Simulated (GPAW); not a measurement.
# Settings that the conductance of CO in line between two B chains needs, part 2 of 2

How do the numerical settings move the conductance of CO in line between two B chains?

GPAW 26.7.0; GPAW LCAO, PAW setups; Landauer transmission from Green's functions with principal layers (ASE), zero bias.

So far, conductance (G₀): step 2 (the reference run) 1.71; step 12 (broadening 0.05 eV) 0.974; step 14 (energies [-3, 3, 0.2] eV) 1.71; step 15 (energies [-3, 3, 0.1] eV) 1.71; step 17 (energies [-3, 3, 0.0125] eV) 1.71.

### Step 18. Convergence in the energy step

This step: convergence of the conductance (GPAW 26.7.0).

Table of conductance by energy step:

```csv
energy step (eV),conductance (G₀)
0.0125,1.71
0.0250,1.71
0.0750,1.71
0.1000,1.71
0.2000,1.71
```

### Step 19. Varying the lead periods between scatterer and principal layer, 10 atoms: buffer = 0

Lead periods next to the scatterer let its potential die away before the semi-infinite lead is joined.

This step: GPAW LCAO, PAW setups; Landauer transmission from Green's functions with principal layers (ASE), zero bias (GPAW 26.7.0).

System of this step: CO in line between two B chains. The cell holds 10 atoms: 8 B, 1 C and 1 O. Cell: a = 9.000 Å, b = 9.000 Å, c = 14.638 Å, α = 90.0°, β = 90.0°, γ = 90.0°. Regions: left lead, 4 atoms (4 B); channel, 2 atoms (1 C and 1 O); right lead, 4 atoms (4 B). Vacuum lies along a and b. The structure is stacked along c, and the current runs across the ab planes.

run.py reads:

```python
import json
import numpy as np
from ase import Atoms
from ase.transport.calculators import TransportCalculator
from gpaw import GPAW, FermiDirac
from gpaw.lcao.tools import get_lcao_hamiltonian
from scipy.linalg import eigh

# The junction with lead layers at both ends, along the third cell vector
device = Atoms(
    ['B', 'B', 'B', 'B', 'C', 'O', 'B', 'B', 'B', 'B'],
    positions=[
        [4.50000, 4.50000, 0.77500],
        [4.50000, 4.50000, 2.32500],
        [4.50000, 4.50000, 3.87500],
        [4.50000, 4.50000, 5.42500],
        [4.50000, 4.50000, 6.79410],
        [4.50000, 4.50000, 7.95410],
        [4.50000, 4.50000, 9.21310],
        [4.50000, 4.50000, 10.76310],
        [4.50000, 4.50000, 12.31310],
        [4.50000, 4.50000, 13.86310]],
    cell=[[9.0, 0.0, 0.0], [0.0, 9.0, 0.0], [0.0, 0.0, 14.6381]],
    pbc=True)

# One principal layer of the lead: the first 4 atoms of the device
lead = Atoms(
    ['B', 'B', 'B', 'B'],
    positions=[
        [4.50000, 4.50000, 0.77500],
        [4.50000, 4.50000, 2.32500],
        [4.50000, 4.50000, 3.87500],
        [4.50000, 4.50000, 5.42500]],
    cell=[[9.0, 0.0, 0.0], [0.0, 9.0, 0.0], [0.0, 0.0, 6.2]],
    pbc=True)

settings = dict(mode='lcao', basis='szp(dzp)', xc='PBE', h=0.18,
                occupations=FermiDirac(0.1), maxiter=250,
                mixer=dict(beta=0.1, nmaxold=8, weight=100.0),
                convergence=dict(density=0.0001))
energies = np.arange(-3, 3 + 1e-9, 0.075)
eta = 0.0001
n1, n2 = 1, 1
# k and -k transmit alike, so half of the mesh across the current serves
mesh = [(i, j) for i in range(n1) for j in range(n2) if (i, j) <= (-i % n1, -j % n2)]
weights = np.array([1 if (i, j) == (-i % n1, -j % n2) else 2 for i, j in mesh]) / (n1 * n2)

# [... helper functions left out ...]
fermi_lead = ground_state(lead, (1, 1, 18), 'lead.txt')
fermi_device = ground_state(device, (1, 1, 5), 'device.txt')
# [... loop over the mesh left out, but for ...]
        # Shift the lead onto the potential of the device's first layer
        shift = ((H[:, 0, 0] - H0[:, 0, 0]) / S0[0, 0]).real.mean()
# [...]
kT = 8.617333e-5 * 300
bias = [0.1, 0.2, 0.5, 1.0, 1.5, 2.0]
# [... integrals and printing left out ...]
```

Launch:

```bash
OMP_NUM_THREADS=1 OPENBLAS_NUM_THREADS=1 python run.py
```

Run time: 26 s. Hardware: 1 thread of Arm Neoverse V2, shared host; peak memory 0.74 GiB.

Numbers from this step:

```
conductance                                 : 1.612 G₀
largest misfit of the first principal layer : 2.464 eV
shift that aligns the lead                  : 0.03876 eV
basis functions of the junction             : 90
transmission at the Fermi level (one spin)  : 1.612
```

One spin. Transmission, zone mean against energy, zero at the Fermi level:

```csv
energy (eV),"transmission, zone mean"
-3.00,0
-2.85,0
-2.70,0
-2.55,0
-2.33,0
-2.17,0
-2.02,0
-1.88,0
-1.73,0
-1.57,0
-1.35,4.0e-11
-1.20,3.2e-9
-1.05,9.0e-10
-0.90,6.4e-9
-0.75,0.665
-0.60,1.54
-0.38,1.64
-0.30,1.64
-0.23,1.64
-0.07,1.62
0.00,1.61
0.07,1.60
0.23,1.57
0.38,1.54
0.60,1.48
0.75,1.44
0.90,1.40
1.05,1.37
1.20,1.33
1.35,1.30
1.57,1.26
1.73,1.24
1.88,1.22
2.02,1.21
2.17,1.19
2.33,1.19
2.55,1.18
2.70,1.17
2.85,1.17
3.00,1.17
```

Not self-consistent under bias; the bias window is split evenly. Current through one cell, from the zero-bias transmission against bias:

```csv
bias (V),"current through one cell, from the zero-bias transmission (μA)"
0.100,12.5
0.200,25.0
0.500,62.3
1.000,124
1.500,178
2.000,206
```

The conductance, 1.61 G₀, lies 5.9 % below that of the base run. Couplings past the next layer reach 9.8e-5 eV, small enough to drop; the matrix elements of the cell's first layer differ from the bulk lead's by up to 2.5 eV. That layer keeps its own values in the calculation, and only beyond it is the lead taken as perfect.

### Step 20. Lead periods between scatterer and principal layer, 12 atoms: buffer = 1

System of this step: CO in line between two B chains. The cell holds 12 atoms: 10 B, 1 C and 1 O. Its edges and angles: a = 9.000 Å, b = 9.000 Å, c = 17.738 Å, α = 90.0°, β = 90.0°, γ = 90.0°. Regions: left lead, 5 atoms (5 B); channel, 2 atoms (1 C and 1 O); right lead, 5 atoms (5 B). Vacuum lies along a and b. The structure is stacked along c, and the current runs across the ab planes.

run.py: that of step 19 with these lines changed.

```diff
@@ -10,3 +10,3 @@
 device = Atoms(
-    ['B', 'B', 'B', 'B', 'C', 'O', 'B', 'B', 'B', 'B'],
+    ['B', 'B', 'B', 'B', 'B', 'C', 'O', 'B', 'B', 'B', 'B', 'B'],
     positions=[
@@ -16,9 +16,11 @@
         [4.50000, 4.50000, 5.42500],
-        [4.50000, 4.50000, 6.79410],
-        [4.50000, 4.50000, 7.95410],
-        [4.50000, 4.50000, 9.21310],
+        [4.50000, 4.50000, 6.97500],
+        [4.50000, 4.50000, 8.34410],
+        [4.50000, 4.50000, 9.50410],
         [4.50000, 4.50000, 10.76310],
         [4.50000, 4.50000, 12.31310],
-        [4.50000, 4.50000, 13.86310]],
-    cell=[[9.0, 0.0, 0.0], [0.0, 9.0, 0.0], [0.0, 0.0, 14.6381]],
+        [4.50000, 4.50000, 13.86310],
+        [4.50000, 4.50000, 15.41310],
+        [4.50000, 4.50000, 16.96310]],
+    cell=[[9.0, 0.0, 0.0], [0.0, 9.0, 0.0], [0.0, 0.0, 17.7381]],
     pbc=True)
@@ -49,3 +51,3 @@
 fermi_lead = ground_state(lead, (1, 1, 18), 'lead.txt')
-fermi_device = ground_state(device, (1, 1, 5), 'device.txt')
+fermi_device = ground_state(device, (1, 1, 4), 'device.txt')
 # [... loop over the mesh left out, but for ...]
```

Run time: 36 s. Hardware: 1 thread; peak memory 0.87 GiB.

Numbers from this step:

```yaml
conductance: 1.754 G₀
largest_misfit_of_the_first_principal_layer: 0.2464 eV
shift_that_aligns_the_lead: 0.005977 eV
basis_functions_of_the_junction: 108
transmission_at_the_fermi_level_one_spin: 1.757
```

One spin. The transmission, zone mean by energy, zero at the Fermi level:

```csv
energy (eV),"transmission, zone mean"
-3.00,0
-2.77,0
-2.55,0
-2.40,0
-2.17,0
-1.95,0
-1.73,0
-1.57,0
-1.35,3.4e-12
-1.12,1.3e-10
-0.90,3.8e-9
-0.75,0.750
-0.53,1.46
-0.30,1.70
-0.07,1.76
0.00,1.76
0.07,1.74
0.30,1.65
0.53,1.52
0.75,1.40
0.90,1.34
1.12,1.27
1.35,1.24
1.57,1.22
1.73,1.22
1.95,1.22
2.17,1.22
2.40,1.22
2.55,1.21
2.77,1.21
3.00,1.19
```

Not self-consistent under bias; the bias window is split evenly. The current through one cell, from the zero-bias transmission by bias:

```csv
bias (V),"current through one cell, from the zero-bias transmission (μA)"
0.100,13.6
0.200,27.1
0.500,67.2
1.000,130
1.500,181
2.000,208
```

The conductance, 1.75 G₀, lies 2.4 % above that of the base run. Couplings past the next layer reach 9.8e-5 eV, small enough to drop; the matrix elements of the cell's first layer differ from the bulk lead's by up to 0.25 eV. That layer keeps its own values in the calculation, and only beyond it is the lead taken as perfect.

### Step 21. Lead periods between scatterer and principal layer, 18 atoms: buffer = 4

System of this step: CO in line between two B chains. The cell holds 18 atoms: 16 B, 1 C and 1 O. Cell: a = 9.000 Å, b = 9.000 Å, c = 27.038 Å, α = 90.0°, β = 90.0°, γ = 90.0°. Regions: left lead, 8 atoms (8 B); channel, 2 atoms (1 C and 1 O); right lead, 8 atoms (8 B). Vacuum lies along a and b. The structure is stacked along c, and the current runs across the ab planes.

run.py: that of step 20 with these lines changed.

```diff
@@ -10,3 +10,3 @@
 device = Atoms(
-    ['B', 'B', 'B', 'B', 'B', 'C', 'O', 'B', 'B', 'B', 'B', 'B'],
+    ['B', 'B', 'B', 'B', 'B', 'B', 'B', 'B', 'C', 'O', 'B', 'B', 'B', 'B', 'B', 'B', 'B', 'B'],
     positions=[
@@ -17,10 +17,16 @@
         [4.50000, 4.50000, 6.97500],
-        [4.50000, 4.50000, 8.34410],
-        [4.50000, 4.50000, 9.50410],
-        [4.50000, 4.50000, 10.76310],
-        [4.50000, 4.50000, 12.31310],
-        [4.50000, 4.50000, 13.86310],
+        [4.50000, 4.50000, 8.52500],
+        [4.50000, 4.50000, 10.07500],
+        [4.50000, 4.50000, 11.62500],
+        [4.50000, 4.50000, 12.99410],
+        [4.50000, 4.50000, 14.15410],
         [4.50000, 4.50000, 15.41310],
-        [4.50000, 4.50000, 16.96310]],
-    cell=[[9.0, 0.0, 0.0], [0.0, 9.0, 0.0], [0.0, 0.0, 17.7381]],
+        [4.50000, 4.50000, 16.96310],
+        [4.50000, 4.50000, 18.51310],
+        [4.50000, 4.50000, 20.06310],
+        [4.50000, 4.50000, 21.61310],
+        [4.50000, 4.50000, 23.16310],
+        [4.50000, 4.50000, 24.71310],
+        [4.50000, 4.50000, 26.26310]],
+    cell=[[9.0, 0.0, 0.0], [0.0, 9.0, 0.0], [0.0, 0.0, 27.0381]],
     pbc=True)
@@ -51,3 +57,3 @@
 fermi_lead = ground_state(lead, (1, 1, 18), 'lead.txt')
-fermi_device = ground_state(device, (1, 1, 4), 'device.txt')
+fermi_device = ground_state(device, (1, 1, 3), 'device.txt')
 # [... loop over the mesh left out, but for ...]
```

Run time: 55 s. Hardware: 1 thread; peak memory 1.2 GiB.

The conductance, 1.74 G₀, lies 1.6 % above that of the base run. Couplings past the next layer reach 9.8e-5 eV, small enough to drop; the matrix elements of the cell's first layer differ from the bulk lead's by up to 0.032 eV. That layer keeps its own values in the calculation, and only beyond it is the lead taken as perfect.

### Step 22. Lead periods between scatterer and principal layer, 22 atoms: buffer = 6

System of this step: CO in line between two B chains. The cell holds 22 atoms: 20 B, 1 C and 1 O. Cell: a = 9.000 Å, b = 9.000 Å, c = 33.238 Å, α = 90.0°, β = 90.0°, γ = 90.0°. Regions: left lead, 10 atoms (10 B); channel, 2 atoms (1 C and 1 O); right lead, 10 atoms (10 B). Vacuum lies along a and b. The structure is stacked along c, and the current runs across the ab planes.

run.py: that of step 21 with these lines changed.

```diff
@@ -10,3 +10,3 @@
 device = Atoms(
-    ['B', 'B', 'B', 'B', 'B', 'B', 'B', 'B', 'C', 'O', 'B', 'B', 'B', 'B', 'B', 'B', 'B', 'B'],
+    ['B', 'B', 'B', 'B', 'B', 'B', 'B', 'B', 'B', 'B', 'C', 'O', 'B', 'B', 'B', 'B', 'B', 'B', 'B', 'B', 'B', 'B'],
     positions=[
@@ -20,6 +20,6 @@
         [4.50000, 4.50000, 11.62500],
-        [4.50000, 4.50000, 12.99410],
-        [4.50000, 4.50000, 14.15410],
-        [4.50000, 4.50000, 15.41310],
-        [4.50000, 4.50000, 16.96310],
+        [4.50000, 4.50000, 13.17500],
+        [4.50000, 4.50000, 14.72500],
+        [4.50000, 4.50000, 16.09410],
+        [4.50000, 4.50000, 17.25410],
         [4.50000, 4.50000, 18.51310],
@@ -29,4 +29,8 @@
         [4.50000, 4.50000, 24.71310],
-        [4.50000, 4.50000, 26.26310]],
-    cell=[[9.0, 0.0, 0.0], [0.0, 9.0, 0.0], [0.0, 0.0, 27.0381]],
+        [4.50000, 4.50000, 26.26310],
+        [4.50000, 4.50000, 27.81310],
+        [4.50000, 4.50000, 29.36310],
+        [4.50000, 4.50000, 30.91310],
+        [4.50000, 4.50000, 32.46310]],
+    cell=[[9.0, 0.0, 0.0], [0.0, 9.0, 0.0], [0.0, 0.0, 33.2381]],
     pbc=True)
```

It took 73 s on 1 thread; peak memory 1.4 GiB.

The conductance, 1.76 G₀, lies 2.5 % above that of the base run. Couplings past the next layer reach 9.8e-5 eV, small enough to drop; the matrix elements of the cell's first layer differ from the bulk lead's by up to 0.013 eV. That layer keeps its own values in the calculation, and only beyond it is the lead taken as perfect.

### Step 23. Convergence in the lead periods between scatterer and principal layer

This step: convergence of the conductance (GPAW 26.7.0).

Table of conductance by lead periods between scatterer and principal layer:

```csv
lead periods between scatterer and principal layer,conductance (G₀)
0.00,1.61
1.00,1.75
2.00,1.71
4.00,1.74
6.00,1.76
```

### Step 24. What came out

```
conductance at the base settings                                           : 1.71 G₀
range over the grid spacing (0.14 to 0.3 Å)                                : 1.71 to 1.72 G₀
range over the broadening (1.0e-6 to 0.05 eV)                              : 0.974 to 1.71 G₀
range over the energy step (0.0125 to 0.2 eV)                              : 1.71 to 1.71 G₀
range over the lead periods between scatterer and principal layer (0 to 6) : 1.61 to 1.76 G₀
```

**Reading.** At the base settings the conductance, averaged at 300 K, is 1.71 G₀. In the grid spacing, no value tried moves the conductance by 3 %. In the broadening, 0.001 eV already gives the conductance within 3 % of the finest value tried; currents at finite bias may need more. In the energy step, no value tried moves the conductance by 3 %. In the lead periods between scatterer and principal layer, 1 already gives the conductance within 3 % of the finest value tried; currents at finite bias may need more. Over the ranges tried, the broadening moves it most, counted as a ratio. The geometry was built from estimated bond lengths and not relaxed, so the numbers describe this model structure. An evenly spaced straight chain is an idealisation: free chains tend to dimerise, zigzag or, where a band edge lies near the Fermi level, turn magnetic. The currents use the zero-bias T(E) throughout, which holds only while the bias is small against the distance to the nearest feature.

[Logs are printed without paths, hosts, clocks, repeated set-up lines and the standing remarks that a program may print on its own settings, such as how far it seeks lower states.]

[Hosts, paths, dates, database ids (printed as entryN), source tags and the programs' standing remarks are cut or masked in the printed files.]
